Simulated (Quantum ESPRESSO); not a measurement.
# Wannier-interpolated electron–phonon scattering in Mo (Im-3m), part 4 of 5

Wanted: λ, Tc and ρ(T) of Mo (Im-3m) from Quantum ESPRESSO and EPW.

Quantum ESPRESSO 7.5; DFT PBEsol, scalar-relativistic, plane waves, PseudoDojo 0.4.1 norm-conserving pseudopotentials.

So far, coupling constant λ: step 8 (coupling and Tc: fine k 20×20×20, q 10×10×10, width 0.15 …) 0.417. Also resistivity at 300 K (μΩ cm): step 9 (resistivity: fine k 24×24×24, q 12×12×12, adaptive width …) 5.08.

## (10) Resistivity, input with a fault, fine q mesh 8×8×8, fine mesh 8×8×8

Another input is tried.

bad.in reads:

```
--
 &inputepw
    prefix='x',
    outdir='./tmp',
    dvscf_dir='./save',
    elph=.true.,
    etf_mem=1,
    nbndsub=9,
    bands_skipped='exclude_bands = 1-4',
    use_ws=.true.,
    vme='wannier',
    asr_typ='crystal',
    nk1=8,
    nk2=8,
    nk3=8,
    nq1=4,
    nq2=4,
    nq3=4,
    amass(1)=95.95,
    epwwrite=.false.,
    epwread=.true.,
    wannierize=.false.,
    nkf1=8,
    nkf2=8,
    nkf3=8,
    nqf1=8,
    nqf2=8,
    nqf3=8,
    mp_mesh_k=.true.,
    scattering=.true.,
    iterative_bte=.true.,
    epmatkqread=.false.,
    assume_metal=.true.,
    int_mob=.false.,
    carrier=.false.,
    ngaussw=-99,
    mob_maxiter=200,
    broyden_beta=0.7,
    fsthick=0.32,
    degaussw=0.0,
    nstemp=6,
    temps=150 200 273 300 400 500,
    restart=.false.,
    selecqread=.false.,
 /
```

Run with:

```sh
$ OMP_NUM_THREADS=1 mpirun -n 8 epw.x -nk 8 -in bad.in > bad.out
```

What it wrote:

```text
[the first part of the log is left out]
     =============================================================================================
     Start solving iterative Boltzmann Transport Equation
     =============================================================================================
     Iteration number:         1
     =============================================================================================
       Temp     Fermi        DOS        Population SR                 Conductivity
        [K]      [eV]    [states/Ry] [carriers per cell]               [Ohm.cm]^-1
     =============================================================================================
      150.000  21.5453   0.15845E+03  -0.23093E-13    0.729249E+06   -0.596680E-11   -0.641061E-12
                                       0.32863E-13   -0.626267E-11    0.729249E+06   -0.286012E-11
                                       0.42633E-13   -0.631198E-11   -0.197249E-12    0.729249E+06
      200.000  21.5461   0.12501E+03  -0.28422E-13    0.509170E+06   -0.147937E-12   -0.290943E-11
                                       0.00000E+00   -0.986247E-13    0.509170E+06   -0.182456E-11
                                       0.00000E+00   -0.315599E-11   -0.177525E-11    0.509170E+06
      273.000  21.5495   0.82671E+01   0.28866E-13    0.384421E+06    0.739686E-12   -0.221906E-11
                                       0.13767E-13    0.244096E-11    0.384421E+06    0.517780E-12
                                       0.13767E-13    0.236699E-11   -0.325462E-11    0.384421E+06
      300.000  21.5512   0.14132E+01   0.15099E-13    0.355588E+06   -0.636130E-11   -0.793929E-11
                                      -0.29532E-13   -0.622569E-11    0.355588E+06   -0.949263E-12
                                       0.19984E-13   -0.147937E-11   -0.177525E-11    0.355588E+06
      400.000  21.5592   0.49698E-03   0.76328E-14    0.277471E+06    0.776670E-12    0.310013E-11
                                      -0.27756E-16    0.329391E-11    0.277471E+06    0.477714E-13
                                       0.11102E-13   -0.143006E-11    0.271218E-11    0.277471E+06
      500.000  21.5672   0.17162E-06  -0.11102E-15    0.225590E+06    0.530108E-12   -0.727357E-12
                                       0.22204E-15    0.288477E-11    0.225590E+06    0.653389E-12
                                       0.55511E-14   -0.253959E-11    0.345187E-12    0.225590E+06
                                                      0.729249E+06    Max error
     [...]
     Iteration number:        26
     =============================================================================================
       Temp     Fermi        DOS        Population SR                 Conductivity
        [K]      [eV]    [states/Ry] [carriers per cell]               [Ohm.cm]^-1
     =============================================================================================
      150.000  21.5453   0.15845E+03   0.30198E-13    0.734795E+06   -0.626267E-11   -0.567092E-12
                                      -0.27534E-13   -0.971454E-11    0.734795E+06    0.517780E-12
                                      -0.55955E-13   -0.335324E-11    0.591748E-12    0.734795E+06
      200.000  21.5461   0.12501E+03   0.17764E-14    0.513643E+06   -0.170128E-11    0.146704E-11
                                      -0.26201E-13   -0.766807E-11    0.513643E+06   -0.144239E-11
                                      -0.34639E-13   -0.779135E-11   -0.986247E-13    0.513643E+06
      273.000  21.5495   0.82671E+01  -0.13323E-13    0.388005E+06   -0.313134E-11   -0.155950E-11
                                       0.28866E-13   -0.207112E-11    0.388005E+06    0.165813E-11
                                       0.26645E-14   -0.207112E-11    0.424086E-11    0.388005E+06
      300.000  21.5512   0.14132E+01  -0.44409E-15    0.359059E+06    0.000000E+00    0.320222E-11
                                       0.00000E+00    0.157800E-11    0.359059E+06   -0.305429E-11
                                      -0.71054E-14    0.473399E-11   -0.552299E-11    0.359059E+06
      400.000  21.5592   0.49698E-03   0.14613E-13    0.280025E+06   -0.550449E-11    0.239627E-11
                                      -0.80630E-14   -0.496206E-11    0.280025E+06    0.230998E-11
                                      -0.21538E-13   -0.335324E-11    0.135609E-11    0.280025E+06
      500.000  21.5672   0.17162E-06  -0.10658E-13    0.227823E+06   -0.813654E-12    0.234234E-11
                                      -0.71054E-14   -0.715029E-12    0.227823E+06   -0.313134E-11
                                       0.23981E-13    0.448743E-11    0.461071E-11    0.227823E+06
                                                      0.437954E-06    Max error
```

The job ended after 54 s (8 MPI ranks of Arm Neoverse N1, shared host).

This step gave:

| Property | Result |
| --- | --- |
| iterations | 26 |
| resistivity at 300 K | 2.785 μΩ cm |

Resistivity, by row:

```csv
T (K),rho_xx (μΩ cm),rho_yy,rho_zz,"relaxation-time approximation, mean of the axes (μΩ cm)"
150,1.361,1.361,1.361,1.595
200,1.947,1.947,1.947,2.258
273,2.577,2.577,2.577,2.924
300,2.785,2.785,2.785,3.135
400,3.571,3.571,3.571,3.951
500,4.389,4.389,4.389,4.798
```

This input has a fine mesh far too coarse, and its ρ(300 K) = 2.79 μΩ cm is no result.

For the resistivity at 300 K, step 9 gave 5.08 μΩ cm; this run, with fine q mesh 8×8×8 and fine mesh 8×8×8, gives 2.79 μΩ cm (-45 %).

## (11) Resistivity: fine k 32×32×32, q 16×16×16, adaptive width, window 0.32 eV

At these temperatures only states within a few k_B T of the Fermi level carry current, so the mesh must be dense; it is refined.

bte-2.in, as its differences from bad.in of step 10:

```diff
@@ -22,8 +22,8 @@
     wannierize=.false.,
-    nkf1=8,
-    nkf2=8,
-    nkf3=8,
-    nqf1=8,
-    nqf2=8,
-    nqf3=8,
+    nkf1=32,
+    nkf2=32,
+    nkf3=32,
+    nqf1=16,
+    nqf2=16,
+    nqf3=16,
     mp_mesh_k=.true.,
```

Run with:

```sh
$ OMP_NUM_THREADS=1 mpirun -n 8 epw.x -nk 8 -in bte-2.in > bte-2.out
```

What it wrote:

```text
[the first part of the log is left out]
     =============================================================================================
     Start solving iterative Boltzmann Transport Equation
     =============================================================================================
     Iteration number:         1
     =============================================================================================
       Temp     Fermi        DOS        Population SR                 Conductivity
        [K]      [eV]    [states/Ry] [carriers per cell]               [Ohm.cm]^-1
     =============================================================================================
      150.000  21.7358   0.18382E+01   0.10658E-13    0.540488E+06    0.788998E-12   -0.986247E-12
                                      -0.35527E-13    0.236699E-11    0.540488E+06   -0.591748E-12
                                       0.10658E-13   -0.197249E-12   -0.216974E-11    0.540488E+06
      200.000  21.7353   0.17553E+01   0.18208E-13    0.412239E+06    0.690373E-12   -0.197249E-11
                                      -0.17319E-13   -0.286012E-11    0.412239E+06    0.552299E-11
                                      -0.88818E-14    0.690373E-12   -0.147937E-11    0.412239E+06
      273.000  21.7335   0.32005E+01   0.73275E-14    0.290481E+06   -0.493124E-12   -0.187387E-11
                                       0.77716E-14   -0.986247E-13    0.290481E+06    0.108487E-11
                                      -0.26645E-14   -0.197249E-12    0.256424E-11    0.290481E+06
      300.000  21.7327   0.39192E+01   0.31086E-14    0.258777E+06    0.192318E-11   -0.493124E-13
                                       0.13323E-14    0.172593E-11    0.258777E+06   -0.152868E-11
                                       0.22204E-14   -0.187387E-11    0.128212E-11    0.258777E+06
      400.000  21.7291   0.54140E+01   0.99920E-15    0.179315E+06   -0.936935E-12    0.197249E-12
                                      -0.21094E-14    0.246562E-12    0.179315E+06   -0.394499E-12
                                      -0.13323E-14   -0.108487E-11   -0.788998E-12    0.179315E+06
      500.000  21.7254   0.48648E+01   0.44409E-15    0.134901E+06    0.246562E-13   -0.443811E-12
                                      -0.88818E-15    0.320530E-12    0.134901E+06    0.542436E-12
                                      -0.16653E-14   -0.419155E-12   -0.739686E-13    0.134901E+06
                                                      0.540488E+06    Max error
     [...]
     Iteration number:        25
     =============================================================================================
       Temp     Fermi        DOS        Population SR                 Conductivity
        [K]      [eV]    [states/Ry] [carriers per cell]               [Ohm.cm]^-1
     =============================================================================================
      150.000  21.7358   0.18382E+01  -0.71054E-14    0.561340E+06   -0.453674E-11   -0.197249E-12
                                       0.12434E-13    0.177525E-11    0.561340E+06    0.177525E-11
                                      -0.17764E-14   -0.788998E-12    0.157800E-11    0.561340E+06
      200.000  21.7353   0.17553E+01  -0.35527E-14    0.426765E+06    0.986247E-12    0.335324E-11
                                      -0.71054E-14    0.226837E-11    0.426765E+06   -0.690373E-12
                                       0.26645E-14   -0.236699E-11    0.197249E-11    0.426765E+06
      273.000  21.7335   0.32005E+01   0.53291E-14    0.299856E+06   -0.108487E-11    0.000000E+00
                                       0.17764E-14    0.108487E-11    0.299856E+06    0.118350E-11
                                       0.17764E-14    0.690373E-12    0.305737E-11    0.299856E+06
      300.000  21.7327   0.39192E+01   0.51070E-14    0.266931E+06   -0.542436E-12    0.261356E-11
                                      -0.42188E-14    0.246562E-12    0.266931E+06    0.345187E-12
                                      -0.17764E-14   -0.986247E-13    0.108487E-11    0.266931E+06
      400.000  21.7291   0.54140E+01  -0.77716E-15    0.184568E+06   -0.838310E-12   -0.641061E-12
                                      -0.32196E-14   -0.162731E-11    0.184568E+06   -0.246562E-12
                                      -0.44409E-15   -0.838310E-12    0.147937E-12    0.184568E+06
      500.000  21.7254   0.48648E+01  -0.17764E-14    0.138614E+06    0.394499E-12   -0.739686E-13
                                       0.28866E-14    0.295874E-12    0.138614E+06    0.172593E-12
                                       0.11102E-14   -0.123281E-12    0.419155E-12    0.138614E+06
                                                      0.699540E-06    Max error
```

Wall time 13 min (8 MPI ranks).

This step gave:

- iterations: 25
- resistivity at 300 K: 3.746 μΩ cm

Resistivity, by row:

```
T (K)  rho_xx (μΩ cm)  rho_yy  rho_zz  relaxation-time approximation, mean of the axes (μΩ cm)
  150           1.782   1.782   1.782                                                    1.805
  200           2.343   2.343   2.343                                                    2.389
  273           3.335   3.335   3.335                                                    3.423
  300           3.746   3.746   3.746                                                    3.852
  400           5.418   5.418   5.418                                                    5.607
  500           7.214   7.214   7.214                                                    7.503
```

ρ(300 K) = 3.75 μΩ cm, against 5.08 before (-26 %); the relaxation-time start gave 3.85. The largest adaptive width printed is 0.52 eV, against a window of 0.32 eV outside which no state is counted.

## (12) Coupling and Tc: fine k 32×32×32, q 16×16×16, width 0.1 eV, window 0.41 eV

The sum is repeated with other meshes, delta width and window to test it.

a2f-2.in reads:

```
--
 &inputepw
    prefix='x',
    outdir='./tmp',
    dvscf_dir='./save',
    elph=.true.,
    etf_mem=1,
    nbndsub=9,
    bands_skipped='exclude_bands = 1-4',
    use_ws=.true.,
    vme='wannier',
    asr_typ='crystal',
    nk1=8,
    nk2=8,
    nk3=8,
    nq1=4,
    nq2=4,
    nq3=4,
    amass(1)=95.95,
    epwwrite=.false.,
    epwread=.true.,
    wannierize=.false.,
    nkf1=32,
    nkf2=32,
    nkf3=32,
    nqf1=16,
    nqf2=16,
    nqf3=16,
    mp_mesh_k=.true.,
    ephwrite=.true.,
    eliashberg=.true.,
    liso=.true.,
    limag=.true.,
    tc_linear=.true.,
    tc_linear_solver='lapack',
    fsthick=0.41,
    degaussw=0.1,
    degaussq=0.5,
    nqstep=500,
    muc=0.13,
    wscut=0.3,
    nsiter=500,
    nstemp=7,
    temps=0.5 1.0 2.0 4.0 8.0 16.0 32.0,
 /
```

Run with:

```sh
$ OMP_NUM_THREADS=1 mpirun -n 8 epw.x -nk 8 -in a2f-2.in > a2f-2.out
```

What it wrote:

```text
[the first part of the log is left out]
            Electron smearing (eV) =    0.100000000000000D+00
                 Fermi window (eV) =    0.410000000000000D+00
     Finish writing .ephmat files
     ===================================================================
     Memory usage:  VmHWM =        48Mb
                   VmPeak =       524Mb
     ===================================================================
     Finish writing dos file x.dos
     Finish writing phdos files x.phdos and x.phdos_proj
     ===================================================================
     Solve isotropic Eliashberg equations
     ===================================================================
     Finish reading freq file
                  Fermi level (eV) =     2.1735627795E+01
     DOS(states/spin/eV/Unit Cell) =     3.0689679053E-01
            Electron smearing (eV) =     1.0000000000E-01
                 Fermi window (eV) =     4.1000000000E-01
     Nr irreducible k-points within the Fermi shell =       236 out of       897
           2 bands within the Fermi window
     Finish reading egnv file
     Max nr of q-points =      1248
     Finish reading ikmap files
     Start reading .ephmat files
     Finish reading .ephmat files
     a2f file is not found to estimate initial gap: calculating a2f files
     Finish reading a2f file
     Electron-phonon coupling strength =    0.4961916
     Estimated Tc using McMillan expression =   1.9426 K for muc =   0.1300
     Estimated Tc using Allen-Dynes modified McMillan expression =   1.9760 K
     Estimated Tc using SISSO machine learning model =   2.0573 K
     Estimated w_log =  23.6933 meV
     Estimated BCS superconducting gap using McMillan Tc =   0.2946 meV
     WARNING WARNING WARNING
     The code may crash since tempsmax =   32.000 K is larger than McMillan Tc =     1.943 K
     Start: Solving (isotropic) linearized Eliashberg equation with solver = lapack
     For the first Temp.    0.50  K
       Total number of frequency points nsiw(     1) =   1108
       Cutoff frequency wscut =     0.3001
     Superconducting transition temp. Tc is the one which has Max. eigenvalue close to 1
      -----------------------------------------------------------------
             Temp.       Max.         nsiw     wscut    Nr. of iters
             (K)       eigenvalue    (itemp)   (eV)      to Converge
      -----------------------------------------------------------------
             0.50      1.6660114     1108      0.3001        1
             1.00      1.4169861      554      0.3002        1
             2.00      1.1695545      277      0.3005        1
             4.00      0.9246792      139      0.3021        1
             8.00      0.6829313       69      0.3010        1
            16.00      0.4481241       35      0.3075        1
            32.00      0.2255329       17      0.3032        1
      -----------------------------------------------------------------
     Finish: Solving (isotropic) linearized Eliashberg equation
```

It took 15 min on 8 MPI ranks.

Numbers from this step:

| Property | Result |
| --- | --- |
| coupling constant λ | 0.4962 |
| log mean phonon energy ħω_log | 23.69 meV |
| density of states at the Fermi level | 0.3069 states/eV a spin and cell |
| Fermi level on the fine mesh | 21.74 eV |

A2F against phonon energy; read off at these points:

phonon energy (meV), a2F and a bar:
```
      3.0      0.000 
      4.0      0.002 
      5.0      0.001 
      6.0      0.001 
      7.0      0.007 
      8.0      0.003 
      9.0      0.006 
     10.0      0.003 
     11.0      0.015 #
     12.0      0.017 #
     13.0      0.012 #
     14.0      0.025 #
     15.0      0.030 ##
     16.0      0.029 #
     17.0      0.065 ###
     18.0      0.079 ####
     19.0      0.215 ###########
     20.0      0.333 #################
     21.0      0.424 ######################
     22.0      0.492 #########################
     23.0      0.497 #########################
     24.0      0.543 ############################
     24.3      0.591 ##############################
     25.0      0.504 ##########################
     26.0      0.494 #########################
     27.0      0.382 ###################
     28.0      0.316 ################
     29.0      0.314 ################
     30.0      0.245 ############
     31.0      0.392 ####################
     31.3      0.402 ####################
     32.0      0.352 ##################
     33.0      0.164 ########
     34.0      0.043 ##
     35.0      0.001 
     36.0      0.000
```

Tc lies where the eigenvalue is 1; mu* = 0.13. Eigenvalue against temperature:

```csv
T (K),largest eigenvalue of the linearised gap equation
0.5,1.666
1,1.417
2,1.17
4,0.9247
8,0.6829
16,0.4481
32,0.2255
```

λ = 0.496 and ħω_log = 23.7 meV, against 0.417 and 23.5 with fine k 20×20×20, q 10×10×10, width 0.15 eV (+19 % in λ). The eigenvalue passes 1 near 3.2 K.

[end of part 4 of 5]

[The logs of pw.x and epw.x are selected lines.]

[Logs are printed without paths, hosts, clocks, repeated set-up lines and the standing remarks that a program may print on its own settings, such as how far it seeks lower states.]

[Hosts, paths, dates, database ids (printed as entryN), source tags and the programs' standing remarks are cut or masked in the printed files.]
